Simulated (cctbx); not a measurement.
# EuZn14Bi: as given, inverted or twinned?

Space group P-6m2 (no. 187), a = 5.8820 Å, b = 5.8820 Å, c = 9.3920 Å, α = 90.00°, β = 90.00°, γ = 120.00°.

| atom | mult. | x | y | z | Ueq (Å²) |
| --- | --- | --- | --- | --- | --- |
| Bi1 | 1 | 0 | 0 | 1/2 | 0.0094 |
| Eu1 | 1 | 0 | 0 | 0 | 0.0107 |
| Zn1 | 2 | 2/3 | 1/3 | 0.7536 | 0.0150 |
| Zn2 | 6 | 0.6530 | 0.8265 | 0.7483 | 0.0121 |
| Zn3 | 3 | 0.5010 | 0.4990 | 1/2 | 0.0137 |
| Zn4 | 3 | 0.4965 | 0.5035 | 0 | 0.0097 |

The model is made up (kin elements in a known structure type, no relaxation), so it says nothing on whether the phase exists.

Data sets are simulated with cctbx and refined with Bijvoet mates kept apart; Flack x is then fitted as the share of an inverted twin with the atoms fixed, Hooft y from the Bijvoet differences. The group is acentric but holds improper operations, so there is an absolute structure (orientation) and no hand.

Untwinned crystal. What Flack and Hooft values should come out?

| λ (Å) | extinction (unmodelled) | d min (Å) | top counts | error (%) | model | R1 | Flack x | s.u. | Hooft y | s.u. | pairs |
| --- | --- | --- | --- | --- | --- | --- | --- | --- | --- | --- | --- |
| 0.71073 | 0.1 | 0.77 | 70000 | 2 | as given | 0.0088 | -0.008 | 0.008 | 0.004 | 0.009 | 129 |
| 0.71073 | 0.1 | 0.77 | 70000 | 2 | inverted | 0.0392 | 0.32 | 0.04 | 0.586 | 0.009 | 129 |
| 1.54184 | 0 | 0.83 | 5000 | 3 | as given | 0.0206 | 0.00 | 0.03 | -0.010 | 0.018 | 102 |

With Mo Kα, x is within 3 s.u. of 0, so the absolute structure is right. With Cu Kα, x is within 3 s.u. of 0, so the absolute structure is right. The inverted model doesn't give 1 − x: the structure is pseudo-centrosymmetric, and the refinement slid into another minimum.

A further crystal gives:

| λ (Å) | extinction (unmodelled) | d min (Å) | top counts | error (%) | model | R1 | Flack x | s.u. | Hooft y | s.u. | pairs |
| --- | --- | --- | --- | --- | --- | --- | --- | --- | --- | --- | --- |
| 0.71073 | 0 | 0.6 | 5000 | 1.5 | as given | 0.0335 | 0.21 | 0.06 | 0.243 | 0.033 | 260 |

**Question.** What is it?

It was simulated as an inversion twin with a fraction 0.3 of the inverted domain. Flack x is over 3 s.u. from both 0 and 1 and reads that fraction.
